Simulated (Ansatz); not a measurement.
# La3InB (Pm-3m): following an unstable mode, part 2 of 2

Aim: this structure of La3InB (Pm-3m) is to be tested for unstable modes, and one is followed downhill.

Ansatz 0.2.0; DFT PBEsol, scalar-relativistic, plane waves, PAW; PAW set soft_1.

So far, highest frequency on path, mesh or solved points (cm⁻¹): step 2 (response at finite wavevector) 410. Also lowest frequency on the path (cm⁻¹): step 2 -118.

### 6. Relaxing from the distorted cell

Starting from the lowest point found, all atoms and the cell are let go, so that strain and other modes of the same symmetry can join in.

The input, input.yaml:

```yaml
crystal:
  lattice:
    - [5.2472787968, 0.0, 0.0]
    - [0.0, 5.2472787968, 0.0]
    - [0.0, 0.0, 5.2472787968]
  atoms:
    - { symbol: La, position: [0.5296465078, 0.0, 0.5296465078] }
    - { symbol: La, position: [0.4703534922, 0.4703534922, 0.0] }
    - { symbol: La, position: [0.0, 0.5296465078, 0.4703534922] }
    - { symbol: In, position: [0.0, 0.0, 0.0] }
    - { symbol: B, position: [0.5, 0.5, 0.5] }
kpoints:
  mp_grid: { grid: [8, 8, 8] }
hamiltonian:
  xc: pbesol
  pseudopotentials: { kind: paw, azcp: { folder: soft_1 }, xc_functional: pbe }
scf:
  occupations: { method: methfessel_paxton, width: 0.2 }
output:
  forces: true
  stress: true
  eigenvalues: true
relax:
  adjacent_minimum: "off"
  f_tol: 0.002
  max_steps: 120
  cell: { stress_tol: 0.03 }
```

Command:

```console
$ ansatz run input.yaml --threads 4 --pin off --max-ram 10240MiB --backend cpu --events-out ev --progress --plain --runs-dir out
```

Output:

```text
[...]
Crystal: 5 atoms, lattice volume = 144.478 Å³
Basis set: ecut = 420 eV, 2801 PW (Γ), exchange–correlation on 72×72×72 points (8 copies of the dense FFT grid, shifted against one another)
Bands: 30, of which v1, the nominal top of the filled ones, is band 25 counted from 1 (24 counted from 0)
Symmetry: 6 space group operations
[...]
k-points: 65 of 512 (time reversal used)
[...]
SCF iter   1: F=—  HF=-24168.639408 eV  |F-HF|=—  |Δ(HF+E_count)|=         —  Δρ=6.80e-2  dr2=2.69e1  ethr=3.10e-3  ⟨swp⟩=4.9  Hψ=9256  notcnv=0
[...]
SCF iter   9: F=-24163.305171 eV  HF=-24163.305171 eV  |F-HF|=1.70e-9  |Δ(HF+E_count)|=   5.39e-8  S|Δr|=    0.00e0  Δρ=3.54e-6  dr2=1.70e-8  ethr=2.04e-10  ⟨swp⟩=11.7  Hψ=12231  notcnv=0
SCF 1 converged in 9 iterations: F = -24163.305171 eV  dr2 = 1.70e-8
[...]
relax step   1: F+E_penalty+E_count = -24163.30517082 eV  Δ(F+E_penalty+E_count) = +0.000e0 eV  max|allowed force component| = 3.673e-2 eV/Å  Δτ_max = 0.0000 Å  P = -0.505 GPa  Ω = 144.478 Å³  (9 SCF iters, dr2 threshold 1.00e-7 eV, accepted)
Crystal: 5 atoms, lattice volume = 141.954 Å³
Basis set: ecut = 420 eV, 2775 PW (Γ), exchange–correlation on 72×72×72 points (8 copies of the dense FFT grid, shifted against one another)
[...]
iter 1 solved again at ethr=6.16e-5 eV; its pass at ethr=3.10e-3 eV (dr2=3.02e-2 eV) is discarded
[...]
SCF iter   6: F=-24163.311796 eV  HF=-24163.311796 eV  |F-HF|=1.99e-8  |Δ(HF+E_count)|=   5.35e-8  S|Δr|=    0.00e0  Δρ=5.15e-6  dr2=6.04e-8  ethr=1.02e-9  ⟨swp⟩=6.2  Hψ=8503  notcnv=0
SCF 2 converged in 6 iterations: F = -24163.311796 eV  dr2 = 6.04e-8
relax step   2: F+E_penalty+E_count = -24163.31179594 eV  Δ(F+E_penalty+E_count) = -6.625e-3 eV  max|allowed force component| = 2.725e-2 eV/Å  Δτ_max = 0.0270 Å  P = +0.389 GPa  Ω = 141.954 Å³  energy of the carried Pulay correction = +2.593e-4 eV  (6 SCF iters, dr2 threshold 5.00e-7 eV, accepted)
Crystal: 5 atoms, lattice volume = 142.950 Å³
Basis set: ecut = 420 eV, 2817 PW (Γ), exchange–correlation on 72×72×72 points (8 copies of the dense FFT grid, shifted against one another)
[...]
SCF iter   5: F=-24163.313728 eV  HF=-24163.313728 eV  |F-HF|=3.80e-8  |Δ(HF+E_count)|=   1.34e-8  S|Δr|=    0.00e0  Δρ=7.23e-6  dr2=1.04e-7  ethr=9.08e-10  ⟨swp⟩=9.7  Hψ=11399  notcnv=0
SCF 3 converged in 5 iterations: F = -24163.313728 eV  dr2 = 1.04e-7
relax step   3: F+E_penalty+E_count = -24163.31372787 eV  Δ(F+E_penalty+E_count) = -1.932e-3 eV  max|allowed force component| = 3.167e-3 eV/Å  Δτ_max = 0.0119 Å  P = +0.002 GPa  Ω = 142.950 Å³  energy of the carried Pulay correction = +1.564e-4 eV  (5 SCF iters, dr2 threshold 4.45e-7 eV, accepted)
[...]
relax step   4: F+E_penalty+E_count = -24163.31376804 eV  Δ(F+E_penalty+E_count) = -4.017e-5 eV  max|allowed force component| = 4.476e-4 eV/Å  Δτ_max = 0.0018 Å  P = -0.006 GPa  Ω = 142.949 Å³  energy of the carried Pulay correction = +1.565e-4 eV  (5 SCF iters, dr2 threshold 3.92e-9 eV, accepted)
[...]
SCF iter   1: F=—  HF=-24163.313645 eV  |F-HF|=—  |Δ(HF+E_count)|=         —  Δρ=1.05e-5  dr2=2.04e-8  ethr=2.30e-7  ⟨swp⟩=5.7  Hψ=15385  notcnv=0
eigensolver tolerance schedule: the retry pair's looser diagonalisation over-reported the residual by 5519.02 of it (diagonalisation noise at 0.69 of the residual, at the tolerance the schedule requests for it); recorded, not acted on — ethr = c·dr2/N_el stays at c = 1.0e-1
SCF iter   2: F=—  HF=-24163.313641 eV  |F-HF|=—  |Δ(HF+E_count)|=   4.21e-6  S|Δr|=    0.00e0  Δρ=5.48e-6  dr2=6.31e-9  ethr=4.16e-11  ⟨swp⟩=3.3  Hψ=3990  notcnv=0
[...]
SCF iter   5: F=-24163.313641 eV  HF=-24163.313641 eV  |F-HF|=1.09e-11  |Δ(HF+E_count)|=  3.64e-12  S|Δr|=    0.00e0  Δρ=5.19e-8  dr2=8.89e-12  ethr=1.00e-12  ⟨swp⟩=6.3  Hψ=9670  notcnv=0
SCF 5 converged in 5 iterations: F = -24163.313641 eV  dr2 = 8.89e-12
relax step   5: F+E_penalty+E_count = -24163.31364074 eV  Δ(F+E_penalty+E_count) = +1.273e-4 eV  max|allowed force component| = 4.452e-4 eV/Å  Δτ_max = 0.0000 Å  P = -0.007 GPa  Ω = 142.949 Å³  stress off target by 1.49e-2 GPa  SCF on the basis re-selected at this cell (its energy is not comparable with the rows above)  (5 SCF iters)
basis re-selected at this cell: Δ(F+E_penalty+E_count) = +1.273e-4 eV, ΔP = -0.001 GPa vs the last step (what re-selecting the basis moved, of the pressure what is left beyond the Pulay correction that the steps carried, after the strain that the cell walked since its last selection, with what the two solves' SCF thresholds leave and, on support functions, any second-order correction that the steps lacked; it is no m [...]
SCF converged after 5 iterations
[...]
Free energy (F): -24163.313641 eV
[...]
Internal energy: -24163.312491 eV  (E = F + TS)
E sigma→0 (E₀):  -24163.313353 eV
Entropy (-TS):   -0.001150 eV (-0.230 meV/atom)
Fermi energy:    10.259500 eV
[...]
--- Forces (eV/Å), atoms counted from 1 ---
  atom   1  La     0.00044516     0.00000000     0.00044516
  atom   2  La    -0.00044516    -0.00044516     0.00000000
  atom   3  La     0.00000000     0.00044516    -0.00044516
  atom   4  In    -0.00000000     0.00000000    -0.00000000
  atom   5  B     -0.00000000     0.00000000     0.00000000
  max |Σ_I F_I| component: 1.50e-16 eV/Å
--- Stress (GPa, compression-positive) ---
       -0.007160       0.003853       0.003853
        0.003853      -0.007160      -0.003853
        0.003853      -0.003853      -0.007160
  P = ⅓ Tr σ = -0.0072 GPa (-0.072 kbar)
--- Band table (eV; the first three rows and the last of 65) ---
  k-point 0: bands = [... 21 lower, 9.9199, 9.9199, 9.9823, 11.1328, 11.2496, 11.2496, 11.3440, 11.4452, ... 1 higher]
  k-point 1: bands = [... 21 lower, 9.8700, 9.9994, 10.1305, 10.8552, 11.0793, 11.1927, 11.3112, 11.3800, ... 1 higher]
  k-point 2: bands = [... 21 lower, 9.8548, 10.0335, 10.1199, 10.4892, 10.9062, 11.0569, 11.3752, 11.5223, ... 1 higher]
  k-point 64: bands = [... 21 lower, 7.8303, 10.7019, 10.7019, 10.7400, 11.6542, 11.6542, 12.0473, 12.0510, ... 1 higher]
--- Relaxed structure (4 steps of the walk, 4 accepted, 1 SCFs on fresh bases) ---
  F+E_penalty+E_count = -24163.31364074 eV   max|allowed force component| = 4.452e-4 eV/Å   (the final SCF, on the basis selected at the relaxed cell)
  cell:  # Å, volume = 142.9494 Å³
    - [5.228900, 0.031842, 0.031842]
    - [0.031842, 5.228900, -0.031842]
    - [0.031842, -0.031842, 5.228900]
  atoms:
    - { symbol: La, position: [0.527858, 0.0, 0.527858] }
    - { symbol: La, position: [0.472142, 0.472142, -1.294705e-19] }
    - { symbol: La, position: [1.301043e-18, 0.527858, 0.472142] }
    - { symbol: In, position: [0, 0, 1.405028e-19] }
    - { symbol: B, position: [0.500000, 0.500000, 0.500000] }
```

Elapsed: 27 s, on 4 threads of AMD EPYC 9B14 (Zen 4), shared host; peak memory 0.68 GiB; 1.8 min of CPU time.

Relaxation path:

```
step  energy less that of the first step (eV)  largest force component (eV/Å)  pressure (GPa)  volume (Å³)
   1                                   0.0000                          0.0367           -0.51       144.48
   2                                  -0.0066                          0.0272            0.39       141.95
   3                                  -0.0086                          0.0032            0.00       142.95
   4                                  -0.0086                          0.0004           -0.01       142.95
  5*                                  -0.0085                          0.0004           -0.01       142.95
```

Relaxation steps marked * repeat the geometry before them on a plane-wave basis chosen anew for their cell, so energy and pressure can jump there.

The run keeps the 6 symmetry operations that the program found, so distortions that break them were not tested.

```
conventional cell, symmetrised  before  after  change
                         a (Å)   7.421  7.440  +0.3 %
                         b (Å)   7.421  7.440  +0.3 %
                         c (Å)   9.089  8.946  -1.6 %
              volume (Å³/atom)   28.90  28.59  -1.1 %
```

The atoms that moved most (Å, as changes of fractional coordinates times the final cell):

```
atom      dx      dy      dz  length
 La1  -0.009   0.000  -0.009   0.013
 La3   0.000  -0.009   0.009   0.013
 La2   0.009   0.009   0.000   0.013
```

Final coordinates:

```cif
data_structure
_symmetry_space_group_name_H-M 'P 1'
_symmetry_Int_Tables_number 1
_cell_length_a 5.2291
_cell_length_b 5.2291
_cell_length_c 5.2291
_cell_angle_alpha 90.696
_cell_angle_beta 89.304
_cell_angle_gamma 89.304
_cell_volume 142.95
loop_
_atom_site_label
_atom_site_type_symbol
_atom_site_fract_x
_atom_site_fract_y
_atom_site_fract_z
_atom_site_occupancy
La1 La 0.52786 0.00000 0.52786 1
La2 La 0.47214 0.47214 0.00000 1
La3 La 0.00000 0.52786 0.47214 1
In4 In 0.00000 0.00000 0.00000 1
B5 B 0.50000 0.50000 0.50000 1
```

Read from the output:

```yaml
pressure: -0.007160 GPa
volume_per_atom: 28.59 Å³
```

The distorted start has space group R32; the relaxation ends in R32.

### 7. The new phase in its own primitive cell

The relaxed structure is symmetrised, reduced to its primitive cell and relaxed tightly, as its phonons need.

input.yaml, the sections that differ from step 6:

```yaml
crystal:
  lattice:
    - [3.7199060204, 2.1476887422, 2.9821386154]
    - [-3.7199060204, 2.1476887422, 2.9821386154]
    - [0.0, -4.2953774844, 2.9821386154]
  atoms:
    - { symbol: La, position: [0.0, 0.4721417929, 0.5278582071] }
    - { symbol: La, position: [0.4721417929, 0.5278582071, 0.0] }
    - { symbol: La, position: [0.5278582071, 0.0, 0.4721417929] }
    - { symbol: In, position: [0.0, 0.0, 0.0] }
    - { symbol: B, position: [0.5, 0.5, 0.5] }
kpoints:
  mp_grid: { grid: [9, 9, 9] }
relax:
  adjacent_minimum: "off"
  f_tol: 0.001
  max_steps: 60
  cell: { stress_tol: 0.01 }
# hamiltonian, scf, output: as in step 6
```

Output:

```text
[...]
Crystal: 5 atoms, lattice volume = 142.949 Å³
Basis set: ecut = 420 eV, 2817 PW (Γ), exchange–correlation on 72×72×72 points (8 copies of the dense FFT grid, shifted against one another)
Bands: 30, of which v1, the nominal top of the filled ones, is band 25 counted from 1 (24 counted from 0)
Symmetry: 6 space group operations
[...]
k-points: 85 of 729 (time reversal used)
[...]
cell:  # Å, volume = 142.9728 Å³
    - [3.719800, 2.147628, 2.982797]
    - [-3.719800, 2.147628, 2.982797]
    - [0, -4.295255, 2.982797]
  atoms:
    - { symbol: La, position: [5.551115e-17, 0.472035, 0.527965] }
    - { symbol: La, position: [0.472035, 0.527965, 5.551115e-17] }
    - { symbol: La, position: [0.527965, 5.551115e-17, 0.472035] }
    - { symbol: In, position: [0, 0, 0] }
    - { symbol: B, position: [0.5, 0.5, 0.5] }
[key lines of the parts left out:]
SCF converged after 5 iterations
Free energy (F): -24163.313244 eV
Fermi energy:    10.254111 eV
P = ⅓ Tr σ = -0.0051 GPa (-0.051 kbar)
```

Run time: 21 s. Hardware: 4 threads; peak memory 0.72 GiB.

Little changed from the start: no atom moved by 0.005 Å and no cell edge by 0.1 %.

Numbers from this step:

```yaml
pressure: -0.005114 GPa
```

The largest force component left is 0.89 meV/Å and the pressure is -0.005 GPa, within the tolerances set. The cell now holds 28.59 Å³/atom.

### 8. Modes of the new phase, k-mesh 9×9×9

A relaxed structure may still be a saddle point, so its zone-centre modes are computed. No field response is asked, since the mesh shows no gap.

input.yaml, the sections that differ from step 7:

```yaml
crystal:
  lattice:
    - [3.7198000355, 2.1476275518, 2.9827966606]
    - [-3.7198000355, 2.1476275518, 2.9827966606]
    - [0.0, -4.2952551036, 2.9827966606]
  atoms:
    - { symbol: La, position: [0.0, 0.4720345206, 0.5279654794] }
    - { symbol: La, position: [0.4720345206, 0.5279654794, 0.0] }
    - { symbol: La, position: [0.5279654794, 0.0, 0.4720345206] }
    - { symbol: In, position: [0.0, 0.0, 0.0] }
    - { symbol: B, position: [0.5, 0.5, 0.5] }
output:
  eigenvalues: true
phonons:
  method: dfpt
# kpoints, hamiltonian, scf: as in step 7
# relax: removed
```

Output:

```text
[...]
Crystal: 5 atoms, lattice volume = 142.973 Å³
Basis set: ecut = 420 eV, 2817 PW (Γ), exchange–correlation on 72×72×72 points (8 copies of the dense FFT grid, shifted against one another)
Bands: 30, of which v1, the nominal top of the filled ones, is band 25 counted from 1 (24 counted from 0)
Symmetry: 6 space group operations
k-points: 365 of 729 (irreducible under 1 space group operation, time reversal used)
[...]
SCF iter   1: F=—  HF=-24168.729636 eV  |F-HF|=—  |Δ(HF+E_count)|=         —  Δρ=6.90e-2  dr2=2.74e1  ethr=3.10e-3  ⟨swp⟩=4.9  Hψ=51805  notcnv=0
[...]
SCF iter  12: F=-24163.313244 eV  HF=-24163.313244 eV  |F-HF|=0.00e0  |Δ(HF+E_count)|=  1.09e-11  S|Δr|=    0.00e0  Δρ=5.99e-8  dr2=5.22e-12  ethr=1.00e-12  ⟨swp⟩=18.6  Hψ=85619  notcnv=0
SCF 1 converged in 12 iterations: F = -24163.313244 eV  dr2 = 5.22e-12
[...]
DFPT response loops at Γ: preconditioner auto → Kerker (q_TF=auto, 2.282 Å⁻¹) (partly filled bands, converged f_vac=0.000); β = 1.00, the filter's whole step (`scf.mixing.beta` (0.50) is not read by the response loops under this deck's `scf.mixing.preconditioner`; to damp them name `kerker` or `kerker_dos`, under which they read `scf.mixing.beta`, and type it under 1.00, their step now; both keys bind the ground state too); Broyden in place of MSR1
SCF converged after 12 iterations
[...]
Free energy (F): -24163.313244 eV
[...]
Internal energy: -24163.312483 eV  (E = F + TS)
E sigma→0 (E₀):  -24163.313054 eV
Entropy (-TS):   -0.000761 eV (-0.152 meV/atom)
Fermi energy:    10.254111 eV
[...]
--- Band table (eV; the first three rows and the last of 365) ---
  k-point 0: bands = [... 21 lower, 9.9184, 9.9184, 9.9790, 11.1281, 11.2459, 11.2459, 11.3408, 11.4434, ... 6 higher]
  k-point 1: bands = [... 21 lower, 9.8710, 9.9813, 10.1051, 10.9133, 11.0992, 11.2148, 11.2989, 11.3710, ... 6 higher]
  k-point 2: bands = [... 21 lower, 9.8537, 10.0815, 10.1996, 10.4408, 10.9326, 11.0693, 11.3485, 11.4768, ... 6 higher]
  k-point 364: bands = [... 21 lower, 9.5484, 9.7891, 10.0301, 10.5317, 10.7949, 11.2211, 11.6890, 11.9638, ... 6 higher]
--- Phonons (Γ-DFPT): 6 representative perturbations + reference, on 365 of 729 k-points (Σ response iterations 20) ---
  k mesh reduced under 1 symmetry operation, with k and −k counted as one. Each operation leaves every solved perturbation unchanged. A smaller set is not used because it would not reduce the number of displacements times k-points to solve
  ASR residual: 4.619e-5 → 0.000e0 eV/Å²; symmetrization residual: 3.444e-6 eV/Å²
  ASR residual per site (eV/Å²): 1.34e-5 1.34e-5 1.34e-5 1.58e-5 4.62e-5
[...]
non-analytic LO–TO correction: not included (Born effective charges unavailable; polar crystals: no LO–TO splitting at Γ)
```

The job ended after 4.4 min (4 threads; peak memory 6.6 GiB).

Read from the output:

```
sum-rule residual before enforcement                    : 4.62e-5 eV/Å²
point group                                             : 32
highest optical mode at the zone centre (no LO-TO term) : 306.1 cm⁻¹
lowest optical zone-centre mode                         : -33.96 cm⁻¹
```

Patterns of degenerate modes are one choice out of their space. The modes at Γ (shares of kinetic energy by element, %) (negative means imaginary):

```
mode  frequency (cm⁻¹)  symmetry  La %  In %  B %
   1             -34.0         E   100     0    0
   2             -34.0         E   100     0    0
   3               0.0  acoustic    77    21    2
   4               0.0  acoustic    77    21    2
   5               0.0  acoustic    77    21    2
   6              69.6        A1   100     0    0
   7              70.0        A2    26    67    7
   8              74.9         E    22    77    1
   9              74.9         E    22    77    1
  10              77.2        A2    71    12   17
  11             104.6         E    93     1    6
  12             104.6         E    93     1    6
  13             227.2        A2    26     0   74
  14             306.1         E     9     0   91
  15             306.1         E     9     0   91
```

Displacements in mode 2 (-34.0 cm⁻¹), the largest set to 1:
```
La1  0.41 -0.48 -0.18
La2  0.22  0.64  1.00
La3 -0.66 -0.09 -0.82
In4  0.04 -0.10  0.00
B5  -0.02  0.05  0.00
```

Displacements in mode 10 (77.2 cm⁻¹), the largest set to 1:
```
La1 -0.27 -0.16  0.10
La2  0.00  0.31  0.10
La3  0.27 -0.16  0.10
In4  0.00  0.00 -0.25
B5   0.00  0.00 -1.00
```

Before it was imposed, the acoustic sum rule was missed by 4.6e-5 eV/Å². Small misses are needed for a sound result but don't prove that mesh and cutoff are converged. The lowest optical mode is imaginary, 34.0i cm⁻¹, so the energy falls along it.

### 9. What came out

```json
{
  "unstable mode of the parent": "q = (0, 0, 0), 60i cm⁻¹",
  "depth at the lowest point sampled": "9.16 meV/atom",
  "largest atomic shift at that point": "0.22 Å",
  "space group reached": "R32",
  "energy gained over the parent (first relaxation, on the mesh of the frozen mode)": "10.8 meV/atom",
  "volume per atom, phase reached": "28.6 Å³",
  "lowest optical zone-centre mode, phase reached": "-34.0 cm⁻¹",
  "highest optical mode at the zone centre (no LO-TO term), phase reached": "306 cm⁻¹"
}
```

**Reading.** Along this mode the structure falls into R32, 10.8 meV/atom below the parent. At the parent's cell the well is 9.156 meV/atom deep on the steps tried, with its lowest point at a shift of 0.22 Å. Relaxing atoms and cell changes the gain by +1.69 meV/atom against the lowest step (energies at zero smearing). The new phase still has an imaginary mode at the zone centre of its cell, so it is a saddle point on the way to a lower structure. Of the 6 patterns followed from this parent, this one ends 3.22 meV/atom above the lowest, P-4m2. Each path keeps the symmetry of its pattern, so a lower phase may lie along a pattern not tried. With no gap, or one that is small against the smearing, the frequencies hang on the k mesh and the smearing, most of all near Kohn anomalies. The phonon runs are without spin polarisation, although the cell has an odd electron count. Spin-orbit coupling is left out, which can matter for the heavy elements here. The PAW files were made for PBE and serve the other functionals too.

[Long decimals in the printed logs are rounded to 6 places.]

[Logs are printed without paths, hosts, clocks, repeated set-up lines and the standing remarks that a program may print on its own settings, such as how far it seeks lower states.]

[Hosts, paths, dates, database ids (printed as entryN), source tags and the programs' standing remarks are cut or masked in the printed files.]

[Where the starting crystal was built by hand or by swapping elements, it need not be the compound's stable phase.]
